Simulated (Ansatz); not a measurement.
# Resistivity from frozen vibrations: Li(100) with 4 thermally displaced layers, 2x2

How much do lattice vibrations at 180 K scatter the electrons of Li? Layers with random displacements are laid between perfect leads, and the resistance is followed against their length.

Method: Ansatz plane-wave DFT, PBE, PAW files; ballistic transport by layer matching (Landauer), zero bias; PAW set soft_1, in Ansatz 0.2.0.

Report form: the programs' logs are mostly left out.

## 1. Set-up

The cell holds 56 atoms: 56 Li. Cell: a = 7.020 Å, b = 7.020 Å, c = 24.570 Å, α = 90.0°, β = 90.0°, γ = 90.0°. It derives from Li. Regions: lead, 40 atoms (40 Li); scattering region, 16 atoms (16 Li). The structure is stacked along c, and the current runs across the ab planes.

## 2. With 4 displaced layers

Each atom of 4 layers is moved at random, by amounts drawn from a normal law 0.1871 Å wide in each direction from the Debye model (344 K) at 180 K. The layers about the cell's end stay perfect and serve as the lead. Disorder leaves little or no symmetry, which makes such runs dear. Energies from -0.05 to 0.05 eV in steps of 0.05 eV are too few for the program's thermal sum, so it prints no conductance; for a metal the transmission near the Fermi level serves, at a fraction of the cost.

Contents of input.yaml:

```yaml
crystal:
  lattice:
    - [7.02, 0.0, 0.0]
    - [0.0, 7.02, 0.0]
    - [0.0, 0.0, 24.57]
  atoms:
    - { symbol: Li, position: [0.0, 0.0, 0.0357142857] }
    - { symbol: Li, position: [0.0, 0.5, 0.0357142857] }
    - { symbol: Li, position: [0.5, 0.0, 0.0357142857] }
    - { symbol: Li, position: [0.5, 0.5, 0.0357142857] }
    - { symbol: Li, position: [0.25, 0.25, 0.1071428571] }
    - { symbol: Li, position: [0.25, 0.75, 0.1071428571] }
    - { symbol: Li, position: [0.75, 0.25, 0.1071428571] }
    - { symbol: Li, position: [0.75, 0.75, 0.1071428571] }
[... 44 atom lines left out ...]
    - { symbol: Li, position: [0.25, 0.25, 0.9642857143] }
    - { symbol: Li, position: [0.25, 0.75, 0.9642857143] }
    - { symbol: Li, position: [0.75, 0.25, 0.9642857143] }
    - { symbol: Li, position: [0.75, 0.75, 0.9642857143] }
kpoints:
  mp_grid: { grid: [3, 3, 1] }
hamiltonian:
  xc: pbe
  pseudopotentials: { kind: paw, azcp: { folder: soft_1 } }
scf:
  occupations: { method: fermi_dirac, width: 0.1 }
output:
  transmission: { leads: [[0, 4]], kmesh: [6, 6], e_range: [-0.05, 0.05], de: 0.05 }
  write_potential: true
  write_density: true
  volumetric_format: npy
  elf: true
```

Command:

```bash
ansatz run input.yaml --threads 4 --pin off --max-ram 15360MiB --backend cpu --events-out ev --progress --plain --runs-dir out
```

It took 13 min on 4 threads of Arm Neoverse V1, shared host; peak memory 3.1 GiB; 42 min of CPU time.

This step gave:

```
free energy                                    : -11462.2393 eV
energy at zero smearing                        : -11461.8095 eV
Fermi energy                                   : 0.7669 eV
cell area                                      : 49.28 Å²
transmission per spin nearest the Fermi level  : 4.489
open channels per spin nearest the Fermi level : 4.917
step of the lead's potential                   : 8.9 meV
```

Per spin. Transmission, zone mean against energy, zero at the Fermi level:

```tsv
energy (eV)	transmission, zone mean
-0.0500	4.39
0.0000	4.49
0.0500	4.59
```

Per spin. Open channels, zone mean, lead against energy, zero at the Fermi level:

```tsv
energy (eV)	open channels, zone mean, lead
-0.0500	4.69
0.0000	4.92
0.0500	4.92
```

Transmission over k1 and k2. At 0.0000 eV from the Fermi level.

Ten even steps from '_' (3.91) to '@' (5.42):
```
____==@@==__
__--%%==%%--
==@@==++==@@
__--%%==%%--
____==@@==__
______..____
```
Columns: k1 (b1) from -0.5 to 0.333; rows upwards: k2 (b2) from -0.5 to 0.333.

Open channels over k1 and k2. At 0.0000 eV from the Fermi level.

Ten even steps from '0' (4.00) to '9' (6.00):
```
005950
059595
995559
059595
005950
000900
```
Columns: k1 (b1) from -0.5 to 0.333; rows upwards: k2 (b2) from -0.5 to 0.333.

ELF in the ca plane at fractional y = 0.000, with atoms of Li within 0.2 Å of it. It is the smooth field of the valence electrons, not physical close to the nuclei.

Ten even steps from '0' (0.27 × 1e-1) to '9' (9.76 × 1e-1), each cell a mean:
```
86014651059402551069701455401894036520584025
00025663001004652059501566520120056630010036
11356665311135664001003666652001466653111356
55566666654566666310136666776556676665555666
66666666666666666654566777777667776666666666
55566666554556666654456777764335676665545666
11256665310135666420025677630001366653111356
10025663001003565101101566500440156630010036
87014651059502564017810466303992046510594025
98104651079701564018920366401660046510796015
43015652015102565101101455410000256520241025
00146664100014665410013555542112456541000256
33466666533356666543345555554445566665334566
66666666665666666665555555555555566666666666
66666666665566666666555555555555666666666666
33466666532345666655555555544334566665333566
00146664100014666533344555431001356641000256
43015652025102565200013455410120046520251025
98104651079701553013102455301893036510796015
```
Columns run along c (16.0 Å, from fractional 0.17 to 0.83 of the cell), rows up along a (7.0 Å). Atoms in or near the plane, at fractional coordinates: Li at (0.18, 0.00), Li at (0.18, 0.50), Li at (0.32, 0.00), Li at (0.32, 0.50), Li at (0.45, 0.94), Li at (0.46, 0.51), Li at (0.61, 0.98), Li at (0.61, 0.54), Li at (0.75, 0.00), Li at (0.75, 0.50).

Electrostatic potential energy in the ca plane at fractional y = 0.000, with atoms of Li within 0.2 Å of it. With pseudopotentials it is smooth inside the atoms' cores, unlike the true potential.

Values in eV, 10 rows by 16 columns, each cell a mean:
```
-17   2   2 -15  -7   2 -15 -21   2   3 -15 -14   3  -3 -18   1
  1   3   3   1   2   3  -4  -6   3   3   0   1   3   2   1   3
  3   3   3   3   4   4   2   2   3   3   2   3   3   3   3   3
 -2   3   3  -1   1   4   1  -3   3   3  -6  -3   3   2  -2   3
-23   1   2 -21 -10   3  -7 -24   1   2 -21 -14   3  -5 -24   1
-17   2   2 -15  -7   3  -3 -13   2   3  -6  -3   3  -3 -18   1
  1   3   3   1   2   3   3   2   3   4   3   3   3   2   1   3
  3   3   3   3   3   3   4   4   4   4   4   4   3   3   3   3
 -2   3   3  -1   1   3   3   3   4   3   1   1   3   2  -2   3
-23   1   2 -21 -10   3  -4  -6   3   3 -14 -13   3  -5 -24   1
```
Columns run along c (16.0 Å, from fractional 0.17 to 0.83 of the cell; values clipped at the 3rd and 97th percentile), rows up along a (7.0 Å). Atoms in or near the plane, at fractional coordinates: Li at (0.18, 0.00), Li at (0.18, 0.50), Li at (0.32, 0.00), Li at (0.32, 0.50), Li at (0.45, 0.94), Li at (0.46, 0.51), Li at (0.61, 0.98), Li at (0.61, 0.54), Li at (0.75, 0.00), Li at (0.75, 0.50).

Valence density in the ca plane at fractional y = 0.000, with atoms of Li within 0.2 Å of it. It is the smooth field of the valence electrons, not physical close to the nuclei.

Ten steps, logarithmic in the rise over the least value, from '0' (0.0 e/Å³) to '9' (8.0 e/Å³), each cell a mean:
```
87300000168610000179710000003896000001686100
32000000013100000179710000001452000000131000
00000000000000000024200000000000000000000000
00000000000000000000000000000000000000000000
00000000000000000000000000000000000000000000
00000000000000000000000000000000000000000000
00000000000000000000000000000110000000000000
32000000023100000013310000003662000000231000
87300000168610000038840000005994000001686100
98400000289710000038840000003772000002897200
65100000046400000003410000000110000000464000
00000000000000000000000000000000000000000000
00000000000000000000000000000000000000000000
00000000000000000000000000000000000000000000
00000000000000000000000000000000000000000000
00000000000000000000000000000000000000000000
10000000001000000000000000000000000000010000
65100000046400000000000000000341000000464000
98400000289720000035300000003896000002897200
```
Columns run along c (16.0 Å, from fractional 0.17 to 0.83 of the cell), rows up along a (7.0 Å). Atoms in or near the plane, at fractional coordinates: Li at (0.18, 0.00), Li at (0.18, 0.50), Li at (0.32, 0.00), Li at (0.32, 0.50), Li at (0.45, 0.94), Li at (0.46, 0.51), Li at (0.61, 0.98), Li at (0.61, 0.54), Li at (0.75, 0.00), Li at (0.75, 0.50).

Over the solved energies the transmission per spin lies between 4.39 and 4.59, out of 4.84 channels of the lead on average (up to 4.92).

## 3. With 8 displaced layers

Each atom of 8 layers is moved at random, by amounts drawn from a normal law 0.1871 Å wide in each direction from the Debye model (344 K) at 180 K. A fresh draw is used; the growth of the resistance with length is what counts.

System of this step: Li(100) with 8 thermally displaced layers, 2x2. The cell holds 72 atoms: 72 Li. Its edges and angles: a = 7.020 Å, b = 7.020 Å, c = 31.590 Å, α = 90.0°, β = 90.0°, γ = 90.0°. It derives from Li. Regions: lead, 40 atoms (40 Li); scattering region, 32 atoms (32 Li). The structure is stacked along c, and the current runs across the ab planes.

Contents of input.yaml:

```yaml
crystal:
  lattice:
    - [7.02, 0.0, 0.0]
    - [0.0, 7.02, 0.0]
    - [0.0, 0.0, 31.59]
  atoms:
    - { symbol: Li, position: [0.0, 0.0, 0.0277777778] }
    - { symbol: Li, position: [0.0, 0.5, 0.0277777778] }
    - { symbol: Li, position: [0.5, 0.0, 0.0277777778] }
    - { symbol: Li, position: [0.5, 0.5, 0.0277777778] }
    - { symbol: Li, position: [0.25, 0.25, 0.0833333333] }
    - { symbol: Li, position: [0.25, 0.75, 0.0833333333] }
    - { symbol: Li, position: [0.75, 0.25, 0.0833333333] }
    - { symbol: Li, position: [0.75, 0.75, 0.0833333333] }
[... 60 atom lines left out ...]
    - { symbol: Li, position: [0.25, 0.25, 0.9722222222] }
    - { symbol: Li, position: [0.25, 0.75, 0.9722222222] }
    - { symbol: Li, position: [0.75, 0.25, 0.9722222222] }
    - { symbol: Li, position: [0.75, 0.75, 0.9722222222] }
kpoints:
  mp_grid: { grid: [3, 3, 1] }
hamiltonian:
  xc: pbe
  pseudopotentials: { kind: paw, azcp: { folder: soft_1 } }
scf:
  occupations: { method: fermi_dirac, width: 0.1 }
output:
  transmission: { leads: [[0, 4]], kmesh: [6, 6], e_range: [-0.05, 0.05], de: 0.05 }
  write_potential: true
  write_density: true
  volumetric_format: npy
```

Elapsed: 17 min, on 4 threads; peak memory 4.9 GiB.

Numbers from this step:

* free energy: -14736.2367 eV
* energy at zero smearing: -14735.7196 eV
* Fermi energy: 0.7566 eV
* transmission per spin nearest the Fermi level: 4.177
* step of the lead's potential: 10.2 meV

Per spin. The transmission, zone mean by energy, zero at the Fermi level:

```tsv
energy (eV)	transmission, zone mean
-0.0500	4.13
0.0000	4.18
0.0500	4.32
```

Over the solved energies the transmission per spin lies between 4.13 and 4.32, out of 4.84 channels of the lead on average (up to 4.92).

## 4. With 12 displaced layers

Each atom of 12 layers is moved at random, by amounts drawn from a normal law 0.1871 Å wide in each direction from the Debye model (344 K) at 180 K. A fresh draw is used; the growth of the resistance with length is what counts.

System of this step: Li(100) with 12 thermally displaced layers, 2x2. The cell holds 88 atoms: 88 Li. Cell: a = 7.020 Å, b = 7.020 Å, c = 38.610 Å, α = 90.0°, β = 90.0°, γ = 90.0°. It derives from Li. Regions: lead, 40 atoms (40 Li); scattering region, 48 atoms (48 Li). The structure is stacked along c, and the current runs across the ab planes.

Contents of input.yaml:

```yaml
crystal:
  lattice:
    - [7.02, 0.0, 0.0]
    - [0.0, 7.02, 0.0]
    - [0.0, 0.0, 38.61]
  atoms:
    - { symbol: Li, position: [0.0, 0.0, 0.0227272727] }
    - { symbol: Li, position: [0.0, 0.5, 0.0227272727] }
    - { symbol: Li, position: [0.5, 0.0, 0.0227272727] }
    - { symbol: Li, position: [0.5, 0.5, 0.0227272727] }
    - { symbol: Li, position: [0.25, 0.25, 0.0681818182] }
    - { symbol: Li, position: [0.25, 0.75, 0.0681818182] }
    - { symbol: Li, position: [0.75, 0.25, 0.0681818182] }
    - { symbol: Li, position: [0.75, 0.75, 0.0681818182] }
[... 76 atom lines left out ...]
    - { symbol: Li, position: [0.25, 0.25, 0.9772727273] }
    - { symbol: Li, position: [0.25, 0.75, 0.9772727273] }
    - { symbol: Li, position: [0.75, 0.25, 0.9772727273] }
    - { symbol: Li, position: [0.75, 0.75, 0.9772727273] }
kpoints:
  mp_grid: { grid: [3, 3, 1] }
hamiltonian:
  xc: pbe
  pseudopotentials: { kind: paw, azcp: { folder: soft_1 } }
scf:
  occupations: { method: fermi_dirac, width: 0.1 }
output:
  transmission: { leads: [[0, 4]], kmesh: [6, 6], e_range: [-0.05, 0.05], de: 0.05 }
  write_potential: true
  write_density: true
  volumetric_format: npy
```

Wall time 21 min (4 threads); peak memory 7.1 GiB; 67 min of CPU time.

Numbers from this step:

```yaml
free_energy: -18009.7818 eV
energy_at_zero_smearing: -18009.1478 eV
fermi_energy: 0.7608 eV
transmission_per_spin_nearest_the_fermi_level: 3.752
step_of_the_lead_s_potential: 8.7 meV
```

Per spin. The transmission, zone mean by energy, zero at the Fermi level:

```tsv
energy (eV)	transmission, zone mean
-0.0500	3.70
0.0000	3.75
0.0500	3.82
```

Over the solved energies the transmission per spin lies between 3.70 and 3.82, out of 4.84 channels of the lead on average (up to 4.92).

## 5. The fit

This step: Ansatz plane-wave DFT, PBE, PAW files; ballistic transport by layer matching (Landauer), zero bias; resistivity from the slope of the area resistance; PAW set soft_1 (Ansatz 0.2.0).

This step gave:

* resistivity: 19.65 µΩ cm
* intercept: -0.04917 fΩ m²
* scatter about the fit: 0.02015 fΩ m²

Resistance, by row:

```tsv
run	length (Å)	T	channels N	RA (fΩ m²)
n4	7.02	4.49	4.843	0.103
n8	14.04	4.208	4.843	0.1982
n12	21.06	3.758	4.843	0.3789
```

Area resistance against length of the displaced region:

```tsv
length of the displaced region (Å)	area resistance (fΩ m²)
7.02	0.103
14.04	0.198
21.06	0.379
```

The area resistance goes from 0.10 to 0.38 fΩ m² between 7.0 and 21.1 Å, a slope of 20 µΩ cm.

By hand from the end points: (0.3789 − 0.1030) fΩ m² / (21.06 − 7.02) Å = 20 µΩ cm, since 1 fΩ m² per Å is 1000 µΩ cm.

## 6. What came out

```yaml
resistivity_from_the_slope: 19.7 µΩ cm
area_resistance_over_7p02_a: 0.103 fΩ m²
area_resistance_over_14p0_a: 0.198 fΩ m²
area_resistance_over_21p1_a: 0.379 fΩ m²
```

**Reading.** The slope gives 20 µΩ cm. The points scatter by 0.020 fΩ m² about the line, with one random draw a length in a 2x2 cell, so the slope is a rough value. The mean square of the displacements drawn is 0.78, 0.99 and 1.2 of the nominal one at the three lengths; with each resistance scaled back by that, the slope is 14 µΩ cm, the value used below. Read with a model of isotropic scattering on a spherical Fermi surface and the lead's 0.76×10¹⁵ S/m², this slope means a mean free path near 82 Å; over these lengths the model's slope is 1.13 times its bulk resistivity, which would be 12 µΩ cm. Uncorrelated displacements put too much weight on short waves, which scatter strongly; with the sideways repeat of a small cell, one draw and three short lengths, the method is good to a factor of two or three.

[Logs are printed without paths, hosts, clocks, repeated set-up lines and the standing remarks that a program may print on its own settings, such as how far it seeks lower states.]

[Hosts, paths, dates, database ids (printed as entryN), source tags and the programs' standing remarks are cut or masked in the printed files.]
